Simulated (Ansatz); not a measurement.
# How fast states decay through LiScTl2F6, part 2 of 3

Wanted: the relaxed cell of LiScTl2F6, its band edges and its decay constants. It is built by putting Li for Na in the NaScTl2F6 structure of space group Fm-3m, with the volume rescaled by atomic radii. The parent structure comes from the Materials Project.

Ansatz 0.2.0; LDA DFT, plane waves, PAW files (the session's first sound run).

So far, gap on the k-mesh (eV): step 3 (the bulk crystal and its band edges) 4.12.

The structure was built from a prototype and need not be the compound's stable phase.

## Step 4: Complex bands, plane (001)

This step: LDA DFT, plane waves, PAW files; complex bands by layer matching along the plane's normal (Ansatz 0.2.0).

The same crystal is laid in a cell whose first two vectors span the (001) plane (indices of the standard conventional cell, whose axes can be ordered otherwise than in the bulk input). At fixed energy and wavevector in the plane the solver finds all kz, real and complex. A few wavevectors are listed, (0, 0) and (-0.5, -0.5) in units of the plane's reciprocal vectors; the slowest state needn't be among them.

input.yaml reads:

```yaml
crystal:
  lattice:
    - [5.74404231, 0.0, 0.0]
    - [0.0, 5.74404231, 0.0]
    - [2.872021155, 2.872021155, 4.061651269]
  atoms:
    - { symbol: Li, position: [0.5, 0.5, 0.0] }
    - { symbol: Sc, position: [0.0, 0.0, 0.0] }
    - { symbol: Tl, position: [0.25, 0.75, 0.5] }
    - { symbol: Tl, position: [0.75, 0.25, 0.5] }
    - { symbol: F, position: [0.2465735578, 0.7534264422, 0.0] }
    - { symbol: F, position: [0.7534264422, 0.2465735578, 0.0] }
    - { symbol: F, position: [0.2465735578, 0.2465735578, 0.0] }
    - { symbol: F, position: [0.7534264422, 0.7534264422, 0.0] }
    - { symbol: F, position: [0.7534264422, 0.7534264422, 0.4931471156] }
    - { symbol: F, position: [0.2465735578, 0.2465735578, 0.5068528844] }
kpoints:
  mp_grid: { grid: [6, 6, 6] }
scf:
  occupations: { method: fixed }
hamiltonian:
  xc: lda
output:
  eigenvalues: true
  transmission:
    leads: [[0, 0]]
    kpoints: [[0.0, 0.0], [-0.5, -0.5]]
    e_range: [-1.0, 5.12]
    de: 0.12
```

The run is started by

```bash
> ansatz run input.yaml --threads 2 --pin off --max-ram 4096MiB --backend cpu --events-out ev --progress --plain --runs-dir out
```

Numbers of over 12 decimals in the logs are rounded to 6 here.

The log of the run:

```text
[...]
Crystal: 10 atoms, lattice volume = 134.010 Å³
Basis set: ecut = 420 eV, 2685 PW (Γ)
Bands: 51, of which v1, the nominal top of the filled ones, is band 41 counted from 1 (40 counted from 0)
Symmetry: 48 space group operations
[...]
k-points: 16 of 216
[...]
SCF iter   1: F=—  HF=-29358.682972 eV  |F-HF|=—  |Δ(HF+E_count)|=         —  Δρ=2.06e-2  dr2=4.24e-1  ethr=1.77e-3  ⟨swp⟩=4.1  Hψ=2866  notcnv=0  defer=67
[...]
SCF iter   7: F=-29358.556385 eV  HF=-29358.556385 eV  |F-HF|=1.10e-8  |Δ(HF+E_count)|=   2.06e-7  Δρ=3.28e-6  dr2=2.37e-8  ethr=1.22e-10  ⟨swp⟩=8.6  Hψ=2765  notcnv=0
SCF 1 converged in 7 iterations: F = -29358.556385 eV  dr2 = 2.37e-8
[...]
transmission: 7 of 14 steps passed
transmission: 14 of 14 steps passed
SCF converged after 7 iterations
Free energy (F): -29358.556385 eV
[...]
Internal energy: -29358.556385 eV  (E = F + TS)
E sigma→0 (E₀):  -29358.556385 eV
Fermi energy:    5.544586 eV
[...]
--- Band table (eV; the first three rows and the last of 16) ---
  k-point 0: bands = [... 37 lower, 3.6115, 3.6115, 3.6115, 3.7963, 10.7250, 10.7250, 10.7250, 12.6707, ... 6 higher]
  k-point 1: bands = [... 37 lower, 3.5178, 3.6229, 3.8525, 4.2787, 10.7255, 10.7372, 10.7372, 12.1827, ... 6 higher]
  k-point 2: bands = [... 37 lower, 3.2889, 3.6455, 4.9109, 5.1119, 10.6229, 10.7272, 10.7629, 10.7629, ... 6 higher]
  k-point 15: bands = [... 37 lower, 3.3963, 3.3983, 5.3772, 5.4179, 10.4325, 10.6205, 10.7766, 10.7884, ... 6 higher]
--- Transmission ---
  basis      : 293 plane waves across, 7 finite elements along
  points     : 2, as listed
  energies   : 52 from -1.000000 to 5.120000 eV about the Fermi level, 0.120000 eV apart; the leads are filled to 2.059287 eV, and channels, transmission and decay are at 2.000000 eV
  crystal 0  : Li1Sc1F6Tl2, at the sites [0, 0], period 4.0617 Å: whole cells are its period
    offset         : up to 0.0000 Å between an atom of the period and one for which it stands
    channels       : 0.000000e0 a spin
    conductance    : none, the energies end too early or step too widely for 300 K: set another output.transmission.e_range or a lower de, or, where they end at an eighth of basis.ecutwfc, a higher one
    slowest decay  : 0.2665 /Å at (0.0000, 0.0000)
```

The job ended after 58 s (2 threads of Intel Xeon Platinum 8488C (Sapphire Rapids), shared host; peak memory 0.99 GiB; 90 s of CPU time).

Numbers from this step:

* level to which the leads are filled: 2.059 eV from the Fermi level
* decay constant at the filling level, zone centre: 0.2665 Å⁻¹
* decay constant at the filling level, slowest listed point: 0.2665 Å⁻¹

K parallel (0, 0); values up to 1.5 1/Å, a degenerate pair printed once or twice; energies at which all values exceed this have no row. The Im kz of the slowest decaying states by energy, zero at the highest filled level on the SCF mesh:

| energy (eV) | decay 1 (Å⁻¹) | decay 2 (Å⁻¹) | decay 3 (Å⁻¹) | decay 4 (Å⁻¹) |
| --- | --- | --- | --- | --- |
| -1.00 | 0.552 | 0.755 | 0.787 | 0.828 |
| -0.76 | 0.574 | 0.794 | 0.816 | 0.859 |
| -0.52 | 0.593 | 0.831 | 0.840 | 0.883 |
| -0.28 | 0.610 | 0.859 | 0.863 | 0.903 |
| -0.04 | 0.0346 | 0.624 | 0.876 | 0.892 |
| 0.20 | 0.125 | 0.194 | 0.637 | 0.890 |
| 0.44 | 0.177 | 0.268 | 0.647 | 0.903 |
| 0.68 | 0.211 | 0.321 | 0.657 | 0.914 |
| 0.92 | 0.233 | 0.363 | 0.665 | 0.925 |
| 1.16 | 0.249 | 0.399 | 0.671 | 0.939 |
| 1.40 | 0.259 | 0.430 | 0.677 | 0.969 |
| 1.64 | 0.265 | 0.458 | 0.682 | 0.920 |
| 1.88 | 0.267 | 0.482 | 0.685 | 0.891 |
| 2.24 | 0.263 | 0.514 | 0.689 | 0.832 |
| 2.48 | 0.256 | 0.534 | 0.690 | 0.785 |
| 2.72 | 0.245 | 0.552 | 0.690 | 0.749 |
| 2.96 | 0.231 | 0.569 | 0.690 | 0.715 |
| 3.20 | 0.212 | 0.585 | 0.682 | 0.688 |
| 3.44 | 0.187 | 0.600 | 0.648 | 0.686 |
| 3.68 | 0.154 | 0.614 | 0.616 | 0.683 |
| 3.92 | 0.106 | 0.578 | 0.631 | 0.679 |
| 4.16 | 0.539 | 0.646 | 0.674 | 0.862 |
| 4.40 | 0.497 | 0.663 | 0.668 | 0.846 |
| 4.64 | 0.451 | 0.661 | 0.684 | 0.826 |
| 4.88 | 0.398 | 0.652 | 0.718 | 0.799 |
| 5.12 | 0.342 | 0.482 | 0.643 | 0.751 |

K parallel (-0.5, -0.5); values up to 1.5 1/Å, a degenerate pair printed once or twice; energies at which all values exceed this have no row. Table of Im kz of the slowest decaying states by energy, zero at the highest filled level on the SCF mesh:

| energy (eV) | decay 1 (Å⁻¹) | decay 2 (Å⁻¹) | decay 3 (Å⁻¹) | decay 4 (Å⁻¹) |
| --- | --- | --- | --- | --- |
| -1.00 | 0.478 | 0.562 | 0.627 | 0.739 |
| -0.64 | 0.508 | 0.558 | 0.650 | 0.772 |
| -0.40 | 0.522 | 0.524 | 0.663 | 0.791 |
| -0.04 | 0.236 | 0.535 | 0.680 | 0.813 |
| 0.20 | 0.483 | 0.539 | 0.561 | 0.690 |
| 0.56 | 0.541 | 0.548 | 0.702 | 0.779 |
| 0.80 | 0.539 | 0.568 | 0.708 | 0.847 |
| 1.16 | 0.531 | 0.583 | 0.717 | 0.856 |
| 1.40 | 0.523 | 0.587 | 0.721 | 0.861 |
| 1.76 | 0.506 | 0.584 | 0.726 | 0.866 |
| 2.12 | 0.483 | 0.575 | 0.730 | 0.868 |
| 2.36 | 0.463 | 0.566 | 0.731 | 0.869 |
| 2.72 | 0.428 | 0.548 | 0.731 | 0.869 |
| 2.96 | 0.398 | 0.534 | 0.731 | 0.869 |
| 3.32 | 0.342 | 0.509 | 0.729 | 0.869 |
| 3.56 | 0.293 | 0.491 | 0.727 | 0.869 |
| 3.92 | 0.182 | 0.461 | 0.722 | 0.876 |
| 4.16 | 0.440 | 0.718 | 0.807 | 0.890 |
| 4.52 | 0.418 | 0.641 | 0.710 | 0.938 |
| 4.76 | 0.448 | 0.704 | 0.944 | 0.954 |
| 5.12 | 0.155 | 0.566 | 0.693 | 0.948 |

At the listed wavevectors the last open channel is at -0.04 eV and the next at +4.16 eV on the grid. At +2.00 eV, the grid energy nearest the filling level (the middle of the gap on the SCF mesh), the slowest state at the listed wavevectors decays with κ = 0.267 Å⁻¹, its amplitude falling by e over 3.8 Å. Through 1 nm of this crystal that state's transmission falls by exp(−2 × 0.267 Å⁻¹ × 10 Å) = 0.0048.

## Step 5: Decay over the two-dimensional zone

The listed points could miss the slowest state, so one energy near mid-gap is solved on a mesh of 8×8.

Edit input.yaml of step 4 so:

```diff
@@ -24,6 +24,2 @@
   eigenvalues: true
-  transmission:
-    leads: [[0, 0]]
-    kpoints: [[0.0, 0.0], [-0.5, -0.5]]
-    e_range: [-1.0, 5.12]
-    de: 0.12
+  transmission: { leads: [[0, 0]], kmesh: [8, 8], e_range: [2.06, 2.07], de: 0.05 }
```

The log of the run:

```text
[...]
Crystal: 10 atoms, lattice volume = 134.010 Å³
Basis set: ecut = 420 eV, 2685 PW (Γ)
Bands: 51, of which v1, the nominal top of the filled ones, is band 41 counted from 1 (40 counted from 0)
Symmetry: 48 space group operations
[...]
k-points: 16 of 216
[...]
SCF iter   1: F=—  HF=-29358.682972 eV  |F-HF|=—  |Δ(HF+E_count)|=         —  Δρ=2.06e-2  dr2=4.24e-1  ethr=1.77e-3  ⟨swp⟩=4.1  Hψ=2866  notcnv=0  defer=67
[...]
SCF iter   7: F=-29358.556385 eV  HF=-29358.556385 eV  |F-HF|=1.10e-8  |Δ(HF+E_count)|=   2.06e-7  Δρ=3.28e-6  dr2=2.37e-8  ethr=1.22e-10  ⟨swp⟩=8.6  Hψ=2765  notcnv=0
SCF 1 converged in 7 iterations: F = -29358.556385 eV  dr2 = 2.37e-8
[...]
transmission: 20 of 75 steps passed
transmission: 40 of 75 steps passed
transmission: 60 of 75 steps passed
transmission: 75 of 75 steps passed
SCF converged after 7 iterations
Free energy (F): -29358.556385 eV
[...]
Internal energy: -29358.556385 eV  (E = F + TS)
E sigma→0 (E₀):  -29358.556385 eV
Fermi energy:    5.544586 eV
[...]
--- Band table (eV; the first three rows and the last of 16) ---
  k-point 0: bands = [... 37 lower, 3.6115, 3.6115, 3.6115, 3.7963, 10.7250, 10.7250, 10.7250, 12.6707, ... 6 higher]
  k-point 1: bands = [... 37 lower, 3.5178, 3.6229, 3.8525, 4.2787, 10.7255, 10.7372, 10.7372, 12.1827, ... 6 higher]
  k-point 2: bands = [... 37 lower, 3.2889, 3.6455, 4.9109, 5.1119, 10.6229, 10.7272, 10.7629, 10.7629, ... 6 higher]
  k-point 15: bands = [... 37 lower, 3.3963, 3.3983, 5.3772, 5.4179, 10.4325, 10.6205, 10.7766, 10.7884, ... 6 higher]
--- Transmission ---
  basis      : 293 plane waves across, 5 finite elements along
  points     : 15, standing for a mesh of 8 x 8
  energies   : 1 from 2.060000 to 2.060000 eV about the Fermi level; the leads are filled to 2.059287 eV, and channels, transmission and decay are at 2.060000 eV
[...]
channels       : 0.000000e0 a spin
    conductance    : none, crystal 0 has no channel at the energies, or these end too early or step too widely for 300 K: set another output.transmission.e_range or a lower de, or, where they end at an eighth of basis.ecutwfc, a higher one
    slowest decay  : 0.2660 /Å at (0.0000, 0.0000)
```

Wall time 23 s (2 threads); peak memory 1 GiB.

This step gave:

```yaml
least_decay_constant_on_the_mesh: 0.266 Å⁻¹
```

Slowest decay constant (1/Å; 0 where a channel is open) over k1 and k2. At 2.0600 eV from the Fermi level.

Values, 8 rows by 8 columns:
```
0.547 0.525 0.493 0.488 0.492 0.488 0.493 0.525
0.658 0.493 0.390 0.346 0.333 0.346 0.390 0.493
0.587 0.488 0.346 0.296 0.281 0.296 0.346 0.488
0.557 0.492 0.333 0.281 0.266 0.281 0.333 0.492
0.587 0.488 0.346 0.296 0.281 0.296 0.346 0.488
0.658 0.493 0.390 0.346 0.333 0.346 0.390 0.493
0.547 0.525 0.493 0.488 0.492 0.488 0.493 0.525
0.487 0.547 0.658 0.587 0.557 0.587 0.658 0.547
```
Columns: k1 (b1) from -0.5 to 0.375; rows upwards: k2 (b2) from -0.5 to 0.375.

The least value on the mesh is 0.266 Å⁻¹ at +2.06 eV. At that energy the listed points give about 0.266 Å⁻¹ by interpolation, so the mesh holds no clearly slower state.

## Step 6: Complex bands, plane (111)

The same for the (111) plane, at (0, 0) and (0, -0.5), to see how the decay depends on direction.

input.yaml reads:

```yaml
crystal:
  lattice:
    - [5.74404231, 0.0, 0.0]
    - [2.872021155, 4.974486561, 0.0]
    - [2.872021155, 1.658162187, 4.689990907]
  atoms:
    - { symbol: Li, position: [0.5, 0.5, 0.5] }
    - { symbol: Sc, position: [0.0, 0.0, 0.0] }
    - { symbol: Tl, position: [0.75, 0.75, 0.75] }
    - { symbol: Tl, position: [0.25, 0.25, 0.25] }
    - { symbol: F, position: [0.7534264422, 0.7534264422, 0.2465735578] }
    - { symbol: F, position: [0.2465735578, 0.2465735578, 0.7534264422] }
    - { symbol: F, position: [0.2465735578, 0.7534264422, 0.2465735578] }
    - { symbol: F, position: [0.7534264422, 0.2465735578, 0.7534264422] }
    - { symbol: F, position: [0.7534264422, 0.2465735578, 0.2465735578] }
    - { symbol: F, position: [0.2465735578, 0.7534264422, 0.7534264422] }
kpoints:
  mp_grid: { grid: [6, 6, 6] }
scf:
  occupations: { method: fixed }
hamiltonian:
  xc: lda
output:
  eigenvalues: true
  transmission:
    leads: [[0, 0]]
    kpoints: [[0.0, 0.0], [0.0, -0.5]]
    e_range: [-1.0, 5.12]
    de: 0.12
```

The log of the run:

```text
[...]
Crystal: 10 atoms, lattice volume = 134.010 Å³
Basis set: ecut = 420 eV, 2685 PW (Γ)
Bands: 51, of which v1, the nominal top of the filled ones, is band 41 counted from 1 (40 counted from 0)
Symmetry: 48 space group operations
[...]
k-points: 16 of 216
[...]
SCF iter   1: F=—  HF=-29358.682950 eV  |F-HF|=—  |Δ(HF+E_count)|=         —  Δρ=2.06e-2  dr2=4.24e-1  ethr=1.77e-3  ⟨swp⟩=4.0  Hψ=2866  notcnv=0  defer=67
[...]
SCF iter   7: F=-29358.556385 eV  HF=-29358.556385 eV  |F-HF|=1.09e-8  |Δ(HF+E_count)|=   2.05e-7  Δρ=3.28e-6  dr2=2.36e-8  ethr=1.22e-10  ⟨swp⟩=8.8  Hψ=2735  notcnv=0
SCF 1 converged in 7 iterations: F = -29358.556385 eV  dr2 = 2.36e-8
[...]
transmission: 9 of 18 steps passed
transmission: 18 of 18 steps passed
SCF converged after 7 iterations
Free energy (F): -29358.556385 eV
[...]
Internal energy: -29358.556385 eV  (E = F + TS)
E sigma→0 (E₀):  -29358.556385 eV
Fermi energy:    5.544586 eV
[...]
--- Band table (eV; the first three rows and the last of 16) ---
  k-point 0: bands = [... 37 lower, 3.6115, 3.6115, 3.6115, 3.7963, 10.7250, 10.7250, 10.7250, 12.6707, ... 6 higher]
  k-point 1: bands = [... 37 lower, 3.5679, 3.5699, 3.7130, 4.1756, 10.7062, 10.7394, 10.7394, 12.1670, ... 6 higher]
  k-point 2: bands = [... 37 lower, 3.4459, 3.4605, 4.5350, 4.8851, 10.5566, 10.7678, 10.7678, 11.4927, ... 6 higher]
  k-point 15: bands = [... 37 lower, 3.2573, 3.5405, 5.5001, 5.5250, 10.0131, 10.6925, 10.7410, 10.7610, ... 6 higher]
--- Transmission ---
  basis      : 253 plane waves across, 9 finite elements along
  points     : 2, as listed
[...]
crystal 0  : Tl2F6Sc1Li1, at the sites [0, 0], period 4.6900 Å: whole cells are its period
[...]
channels       : 0.000000e0 a spin
[...]
slowest decay  : 0.3532 /Å at (0.0000, -0.5000)
```

It took 51 s on 2 threads; peak memory 0.88 GiB; 74 s of CPU time.

This step gave:

| Property | Result |
| --- | --- |
| decay constant at the filling level, zone centre | 0.3633 Å⁻¹ |
| decay constant at the filling level, slowest listed point | 0.3532 Å⁻¹ |

K parallel (0, 0); values up to 1.5 1/Å, a degenerate pair printed once or twice; energies at which all values exceed this have no row. The Im kz of the slowest decaying states by energy, zero at the highest filled level on the SCF mesh:

| energy (eV) | decay 1 (Å⁻¹) | decay 2 (Å⁻¹) | decay 3 (Å⁻¹) | decay 4 (Å⁻¹) |
| --- | --- | --- | --- | --- |
| -1.000 | 0.740 | 0.786 | 0.812 | 0.846 |
| -0.520 | 0.0397 | 0.814 | 0.839 | 0.870 |
| -0.040 | 0.195 | 0.872 | 0.880 | 0.901 |
| 0.440 | 0.273 | 0.912 | 0.913 | 0.915 |
| 1.040 | 0.327 | 0.911 | 0.940 | 0.944 |
| 1.520 | 0.351 | 0.901 | 0.943 | 0.956 |
| 2.000 | 0.363 | 0.885 | 0.938 | 0.964 |
| 2.480 | 0.366 | 0.866 | 0.926 | 0.965 |
| 2.960 | 0.361 | 0.843 | 0.909 | 0.958 |
| 3.440 | 0.346 | 0.821 | 0.884 | 0.939 |
| 4.040 | 0.310 | 0.820 | 0.825 | 0.882 |
| 4.520 | 0.257 | 0.746 | 0.793 | 0.810 |
| 5.000 | 0.285 | 0.562 | 0.617 | 0.693 |

K parallel (0, -0.5); values up to 1.5 1/Å, a degenerate pair printed once or twice; energies at which all values exceed this have no row. Table of Im kz of the slowest decaying states by energy, zero at the highest filled level on the SCF mesh:

| energy (eV) | decay 1 (Å⁻¹) | decay 2 (Å⁻¹) | decay 3 (Å⁻¹) | decay 4 (Å⁻¹) |
| --- | --- | --- | --- | --- |
| -1.000 | 0.354 | 0.504 | 0.554 | 0.592 |
| -0.520 | 0.305 | 0.504 | 0.719 | 0.720 |
| -0.040 | 0.0592 | 0.533 | 0.764 | 0.772 |
| 0.440 | 0.267 | 0.377 | 0.562 | 0.790 |
| 1.040 | 0.338 | 0.471 | 0.581 | 0.802 |
| 1.520 | 0.355 | 0.508 | 0.587 | 0.799 |
| 2.000 | 0.353 | 0.530 | 0.585 | 0.787 |
| 2.480 | 0.336 | 0.542 | 0.576 | 0.763 |
| 2.960 | 0.302 | 0.546 | 0.560 | 0.729 |
| 3.440 | 0.246 | 0.536 | 0.547 | 0.683 |
| 4.040 | 0.0900 | 0.494 | 0.548 | 0.604 |
| 4.520 | 0.383 | 0.520 | 0.525 | 0.614 |
| 5.000 | 0.0767 | 0.407 | 0.430 | 0.619 |

At the listed wavevectors the last open channel is at -0.04 eV and the next at +4.16 eV on the grid. At +2.00 eV, the grid energy nearest the filling level (the middle of the gap on the SCF mesh), the slowest state at the listed wavevectors decays with κ = 0.353 Å⁻¹, its amplitude falling by e over 2.8 Å; the first such run, plane (001), gave 0.267 Å⁻¹.

(Part 2 of 3 ends here.)

[Logs are printed without paths, hosts, clocks, repeated set-up lines and the standing remarks that a program may print on its own settings, such as how far it seeks lower states.]

[Hosts, paths, dates, database ids (printed as entryN), source tags and the programs' standing remarks are cut or masked in the printed files.]
